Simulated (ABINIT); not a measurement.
# Quasiparticle gap of MoS2 (P6_3/mmc) in ABINIT, part 3 of 3

How does a plane-wave GW calculation on MoS2 (P6_3/mmc) run from the first input to the gap?

ABINIT 10.8.3; PBE and many-body steps on it, plane waves. Known limits of the many-body steps: not at the basis limit; no spin-orbit coupling; coarse k mesh.

So far. Step 3 (Bands along the symmetry lines): The gap is 0.889 eV, as in the run before at this level. Step 4 (Empty states on the mesh, 3×3×1 mesh, 433 bands): On this mesh the gap is 1.052 eV. The earlier step found 0.889 eV, so this mesh misses an edge.

The database entry behind the starting cell differs from later determinations by our own check (about 0.3 % long), so it need not match the best structure at ambient conditions.

## Step 5: Screening, 3×3×1 mesh, 395 bands, screening to 179.6 eV

The RPA dielectric matrix is built and inverted for each q.

This step: RPA screening on PBE, plane waves, norm-conserving pseudopotentials.

run.abi reads:

```
acell 3*1.0 Angstrom
rprim 
  3.169000000004 -0.000000000001 0.000000000000
  -1.584500000001 2.744434504597 0.000000000000
  0.000000000000 0.000000000000 12.324000000000
ntypat 2
znucl 42 16
natom 6
typat 1 1 2 2 2 2
xred 
  0.333333333333 0.666666666667 0.250000000000
  0.666666666667 0.333333333333 0.750000000000
  0.333333333333 0.666666666667 0.623000000000
  0.666666666667 0.333333333333 0.123000000000
  0.333333333333 0.666666666667 0.877000000000
  0.666666666667 0.333333333333 0.377000000000
pp_dirpath "pseudos"
pseudos "Mo.upf, S.upf"
ecut 36
ngkpt 3 3 1
nshiftk 1
shiftk 0 0 0
kptopt 1
chksymbreak 0
istwfk *1
occopt 1
irdwfk 1
optdriver 3
nband 395
ecuteps 6.6
inclvkb 2
awtr 1
symchi 1
indata_prefix "in"
outdata_prefix "out"
tmpdata_prefix "tmp"
```

On the command line:

```bash
$ OMP_NUM_THREADS=1 mpirun -n 4 abinit run.abi > log
```

Numbers of over 12 decimals in the logs are rounded to 6 here.

Output:

```text
.Version 10.8.3 of ABINIT. v10.8.2 released Aug 2026.

 Symmetries : space group P6_3/m m c (#194); Bravais hP (primitive hexag.)
[... echo of the input left out ...]
== DATASET  1 ==================================================================
-   mpi_nproc: 4, omp_nthreads: 1 (-1 if OMP is not activated)

--- !DatasetInfo
iteration_state: {dtset: 1, }
dimensions: {natom: 6, nkpt: 3, mband: 395, nsppol: 1, nspinor: 1, nspden: 1, mpw: 7476, }
cutoff_energies: {ecut:  36.0, pawecutdg:  -1.0, }
electrons: {nelect:   5.20000000E+01, charge:   0.00000000E+00, occopt:   1.00000000E+00, tsmear:   1.00000000E-02, }

 SCREENING: Calculation of the susceptibility and dielectric matrices

 Based on a program developped by R.W. Godby, V. Olevano, G. Onida, and L. Reining.
 Incorporated in ABINIT by V. Olevano, G.-M. Rignanese, and M. Torrent.
.Using double precision arithmetic ; gwpc =  8

[... cell and pseudopotentials left out ...]
--------------------------------------------------------------------------------

 ==== K-mesh for the wavefunctions ====
 Number of points in the irreducible wedge :     3
[... list of points left out ...]
 Together with 24 symmetry operations and time-reversal symmetry
 yields     9 points in the full Brillouin Zone.

 ==== Q-mesh for the screening function ====
 Number of points in the irreducible wedge :     3
[... list of points left out ...]
 Together with 24 symmetry operations and time-reversal symmetry
 yields     9 points in the full Brillouin Zone.

 setmesh: FFT mesh size selected  =    20x   20x   90
          total number of points  =        36000

 vcoul_init : cutoff-mode = AUXILIARY_FUNCTION
 q-points for optical limit:   1
     1)      0.000010    0.000020    0.000030

- screening: taking advantage of time-reversal symmetry
- Maximum band index for partially occupied states nbvw = 26
- Remaining bands to be divided among processors   nbcw = 369
- Number of bands treated by each node ~92

 Number of electrons calculated from density =   52.0000; Expected =   52.0000
 average of density, n =  0.071892
 r_s =    1.4919
 omega_plasma =   25.8640 [eV]

 calculating chi0 at frequencies [eV] :
  1    0.000000E+00    0.000000E+00
  2    0.000000E+00    2.586399E+01

--------------------------------------------------------------------------------
  q-point number  1        q = ( 0.000000, 0.000000, 0.000000) [r.l.u.]
--------------------------------------------------------------------------------
[... chi0 elements left out ...]
 For q-point:  0.000010 0.000020 0.000030
  dielectric constant =  17.2302
  dielectric constant without local fields =  19.5489

  Average fulfillment of the sum rule on Im[epsilon] for q-point    1 :     88.57  [%]
[... wings left out ...]
  q-point number  2        q = ( 0.333333, 0.000000, 0.000000) [r.l.u.]
--------------------------------------------------------------------------------
[... chi0 elements left out ...]
  Average fulfillment of the sum rule on Im[epsilon] for q-point    2 :     87.52  [%]

 [... 1 further q-points ...]
```

Run time: 1.7 min. Hardware: 4 MPI ranks of Arm Neoverse V1, shared host; peak memory 1.5 GiB.

Numbers from this step:

```yaml
eps_infinity_with_local_fields_on_this_mesh_along_the_program_s_q_direction: 17.23
the_same_without_local_fields: 19.55
plasma_frequency: 25.86 eV
plane_waves_in_the_screening_matrix: 585
```

Local fields lower ε∞ by 12 %. On a Γ-centred mesh this coarse the value itself is usually too large, while a short band sum pulls it down.

## Step 6: Self-energy, 3×3×1 mesh, 395 bands, screening to 179.6 eV

The self-energy is evaluated for the states that the input lists, and the levels follow from it, in one-shot runs by the linearised quasiparticle equation.

This step: G0W0 on PBE, plane waves, norm-conserving pseudopotentials.

run.abi: that of step 5 with these lines changed.

```diff
@@ -27,8 +27,19 @@
 irdwfk 1
-optdriver 3
+optdriver 4
 nband 395
+gwcalctyp 0
+ecutsigx 36
+symsigma 1
+nkptgw 3
+kptgw 
+  0.0000000000 0.0000000000 0.0000000000
+  0.3333333333 0.0000000000 0.0000000000
+  0.3333333333 0.3333333333 0.0000000000
+bdgw 
+  13 34
+  13 34
+  13 34
 ecuteps 6.6
-inclvkb 2
-awtr 1
-symchi 1
+irdscr 1
+ppmodel 1
 indata_prefix "in"
```

Output:

```text
.Version 10.8.3 of ABINIT. v10.8.2 released Aug 2026.

 Symmetries : space group P6_3/m m c (#194); Bravais hP (primitive hexag.)
[... echo of the input left out ...]
== DATASET  1 ==================================================================
-   mpi_nproc: 4, omp_nthreads: 1 (-1 if OMP is not activated)

--- !DatasetInfo
iteration_state: {dtset: 1, }
dimensions: {natom: 6, nkpt: 3, mband: 395, nsppol: 1, nspinor: 1, nspden: 1, mpw: 7476, }
cutoff_energies: {ecut:  36.0, pawecutdg:  -1.0, }
electrons: {nelect:   5.20000000E+01, charge:   0.00000000E+00, occopt:   1.00000000E+00, tsmear:   1.00000000E-02, }

 SIGMA: Calculation of the GW corrections

 Based on a program developped by R.W. Godby, V. Olevano, G. Onida, and L. Reining.
 Incorporated in ABINIT by V. Olevano, G.-M. Rignanese, and M. Torrent.
.Using double precision arithmetic ; gwpc =  8

[... cell and pseudopotentials left out ...]
--------------------------------------------------------------------------------

 ==== K-mesh for the wavefunctions ====
 Number of points in the irreducible wedge :     3
[... list of points left out ...]
 Together with 24 symmetry operations and time-reversal symmetry
 yields     9 points in the full Brillouin Zone.

 ==== Q-mesh for screening function ====
 Number of points in the irreducible wedge :     3
[... list of points left out ...]
 Together with 24 symmetry operations and time-reversal symmetry
 yields     9 points in the full Brillouin Zone.

 vcoul_init : cutoff-mode = AUXILIARY_FUNCTION
 q-points for optical limit:   1
     1)      0.000010    0.000020    0.000030
 setmesh: FFT mesh size selected  =    32x   32x  128
          total number of points  =       131072

 Number of electrons calculated from density =   52.0000; Expected =   52.0000
 average of density, n =  0.071892
 r_s =    1.4919
 omega_plasma =   25.8640 [eV]

 === KS Band Gaps ===
  >>>> For spin  1
   Minimum direct gap =   1.6539 [eV], located at k-point      :   0.3333  0.3333  0.0000
   Fundamental gap    =   1.0518 [eV], Top of valence bands at :   0.0000  0.0000  0.0000
                                       Bottom of conduction at :   0.3333  0.3333  0.0000
 SIGMA fundamental parameters:
 PLASMON POLE MODEL  1
 number of plane-waves for SigmaX                 7437
 number of plane-waves for SigmaC and W            585
 number of plane-waves for wavefunctions          7437
 number of bands                                   395
 number of independent spin polarizations            1
 number of spinorial components                      1
 number of k-points in IBZ                           3
 number of q-points in IBZ                           3
 number of symmetry operations                      24
 number of k-points in BZ                            9
 number of q-points in BZ                            9
 number of frequencies for dSigma/dE                 9
 frequency step for dSigma/dE [eV]                0.25
 number of omega for Sigma on real axis              0
 max omega for Sigma on real axis  [eV]           0.00
 zcut for avoiding poles [eV]                     0.10

 EPSILON^-1 parameters (SCR file):
 dimension of the eps^-1 matrix on file            585
 dimension of the eps^-1 matrix used               585
 number of plane-waves for wavefunctions          7437
 number of bands                                   395
 number of q-points in IBZ                           3
 number of frequencies                               2
 number of real frequencies                          1
 number of imag frequencies                          1

 matrix elements of self-energy operator (all in [eV])

 Perturbative Calculation

--- !SelfEnergy_ee
iteration_state: {dtset: 1, }
kpoint     : [   0.000,    0.000,    0.000, ]
spin       : 1
KS_gap     :    2.100
QP_gap     :    2.557
Delta_QP_KS:    0.457
data: !SigmaeeData |
     Band     E0 <VxcDFT>   SigX SigC(E0)      Z dSigC/dE  Sig(E)    E-E0       E
       13   1.576 -12.479 -17.446   4.083   0.762  -0.312 -13.153  -0.674   0.902
       14   2.608 -13.503 -17.796   3.602   0.747  -0.338 -14.020  -0.516   2.092
       15   4.952 -12.146 -15.902   2.750   0.766  -0.306 -12.916  -0.770   4.181
       16   5.165 -15.692 -18.611   2.509   0.756  -0.322 -16.002  -0.310   4.855
       17   5.165 -15.692 -18.611   2.509   0.756  -0.322 -16.002  -0.310   4.855
       18   5.178 -15.715 -18.613   2.495   0.757  -0.321 -16.021  -0.305   4.873
       19   5.178 -15.715 -18.613   2.495   0.757  -0.321 -16.021  -0.305   4.873
       20   6.259 -16.070 -18.293   1.809   0.769  -0.301 -16.388  -0.318   5.941
       21   6.259 -16.070 -18.293   1.809   0.769  -0.301 -16.388  -0.318   5.941
       22   6.305 -16.162 -18.340   1.780   0.769  -0.300 -16.468  -0.306   5.999
[...]
--- !SelfEnergy_ee
iteration_state: {dtset: 1, }
kpoint     : [   0.333,    0.000,    0.000, ]
spin       : 1
KS_gap     :    2.933
QP_gap     :    3.488
Delta_QP_KS:    0.555
data: !SigmaeeData |
     Band     E0 <VxcDFT>   SigX SigC(E0)      Z dSigC/dE  Sig(E)    E-E0       E
[...]
--- !SelfEnergy_ee
iteration_state: {dtset: 1, }
kpoint     : [   0.333,    0.333,    0.000, ]
spin       : 1
KS_gap     :    1.654
QP_gap     :    2.258
Delta_QP_KS:    0.604
data: !SigmaeeData |
     Band     E0 <VxcDFT>   SigX SigC(E0)      Z dSigC/dE  Sig(E)    E-E0       E
[...]
30  11.271 -17.361 -12.114  -4.772   0.760  -0.315 -17.000   0.362  11.632
       31  11.271 -17.361 -12.114  -4.772   0.760  -0.315 -17.000   0.362  11.632
       32  11.301 -16.268 -10.891  -4.860   0.770  -0.299 -15.870   0.399  11.700
       33  12.655 -17.759 -11.665  -5.526   0.759  -0.317 -17.327   0.432  13.087
       34  12.655 -17.759 -11.665  -5.526   0.759  -0.317 -17.327   0.432  13.087

 New Fermi energy :        3.335057E-01 Ha ,    9.075153E+00 eV

 === QP Band Gaps ===
  >>>> For spin  1
   Minimum direct gap =   2.2580 [eV], located at k-point      :   0.3333  0.3333  0.0000
   Fundamental gap    =   1.6907 [eV], Top of valence bands at :   0.0000  0.0000  0.0000
                                       Bottom of conduction at :   0.3333  0.3333  0.0000

== END DATASET(S) ==============================================================
================================================================================

 -outvars: echo values of variables after computation  --------
           etotal      0.0000000000E+00
            nband         395
             nkpt           3
          spgroup         194
 [... the other variables as echoed above ...]

 Calculation completed.
```

The job ended after 7.6 min (4 MPI ranks; peak memory 1.6 GiB; 30 min of CPU time).

This step gave:

```yaml
g0w0_gap_on_the_points_computed: 1.690 eV
starting_gap_on_the_mesh: 1.052 eV
k_of_the_valence_top: 0, 0, 0
k_of_the_conduction_bottom: 0.3333, 0.3333, 0
z_at_the_valence_top: 0.767
z_at_the_conduction_bottom: 0.765
least_direct_g0w0_gap_on_the_computed_points: 2.258 eV
```

The gap on the mesh goes from 1.05 eV to 1.69 eV, a correction of +0.64 eV. The start differs from the 0.89 eV found before because the two sample other k points.

Limits: finite bands, cutoff and mesh; no spin-orbit coupling; coarse k mesh. v1 is the top filled band, c1 the lowest empty one. The levels before and after the correction (eV, zero at the valence-band top of each column):

```
           conduction bottom  valence top
Kohn-Sham               1.05         0.00
     G0W0               1.69         0.00
```

```
                           level  energy (eV)
Kohn-Sham                   Γ v3       -1.183
Kohn-Sham                   Γ v2       -1.145
Kohn-Sham                   Γ v1        0.000
Kohn-Sham                Γ c1-c2        2.100
Kohn-Sham                   Γ c3        2.128
Kohn-Sham     (0.333 0.333 0) v3       -2.697
Kohn-Sham     (0.333 0.333 0) v2       -0.764
Kohn-Sham     (0.333 0.333 0) v1       -0.602
Kohn-Sham  (0.333 0.333 0) c1-c2        1.052
Kohn-Sham     (0.333 0.333 0) c3        1.844
     G0W0                   Γ v3       -1.615
     G0W0                   Γ v2       -1.180
     G0W0                   Γ v1        0.000
     G0W0                Γ c1-c2        2.556
     G0W0                   Γ c3        2.573
     G0W0     (0.333 0.333 0) v3       -3.036
     G0W0     (0.333 0.333 0) v2       -0.748
     G0W0     (0.333 0.333 0) v1       -0.568
     G0W0  (0.333 0.333 0) c1-c2        1.690
     G0W0     (0.333 0.333 0) c3        2.312
```

## Step 7: Where the time went

Times are wall times on the hardware named with each run, good to a factor of about two.

```
                          step     time  share  memory (GiB)
                  ground state     49 s    5 %          0.44
bands along the symmetry lines     95 s   10 %          0.63
      empty states on the mesh  4.3 min   27 %          0.44
                     screening  1.7 min   11 %           1.5
                   self-energy  7.6 min   47 %           1.6
```

## Step 8: Outcome

- PBE gap: 0.89 eV, indirect
- G0W0 gap on the mesh: 1.69 eV
- G0W0 gap over the zone (rigid shift): 1.53 eV
- GW settings: 3×3×1 mesh, 395 bands, screening to 179.6 eV, Godby-Needs plasmon pole
- known limits: not at the basis limit; no spin-orbit coupling; coarse k mesh

What this shows: G0W0 moves the gap on the mesh from 1.05 eV to 1.69 eV (+0.64 eV), with Z of 0.77 and 0.77 at the edges. The mesh misses the band edges by 0.16 eV in all; a rigid shift gives 1.53 eV for the zone. Local fields lower the RPA ε∞ on this mesh from 19.55 to 17.23; a Γ-centred mesh this coarse tends to raise both, most where the direct gap is narrow, while a short band sum lowers them. The dearest step here is «self-energy». Bands and cutoff are finite, so the gap is not at the basis limit. The miss can reach some tenths of an eV and take either sign; the mesh is an error of its own. A denser mesh or path gives a starting gap of 0.89 eV: the GW mesh misses a band edge, so its gaps are not the fundamental one. The 3×3×1 mesh is coarse for this cell, which bears on the long-range parts of exchange and screening. The many-body steps are scalar-relativistic: spin-orbit coupling is not in them.

[Paths, hosts, dates, memory and timing lines, banners, echoed tables and standing remarks are left out of the program output.]

[Logs are printed without paths, hosts, clocks, repeated set-up lines and the standing remarks that a program may print on its own settings, such as how far it seeks lower states.]

[Runs of the session that timed out or met a known fault of the program may be left out.]

[Hosts, paths, dates, database ids (printed as entryN), source tags and the programs' standing remarks are cut or masked in the printed files.]

[G0W0 gaps are taken among the corrected bands and points alone; a level outside them can change the order at an edge.]

[Where Ansatz stands beside ABINIT at settings called matched, ABINIT's density can come from a denser mesh and the files from another edition; pairs whose starting gaps differed by over 0.03 eV were left out, so agreement reads better than it is.]
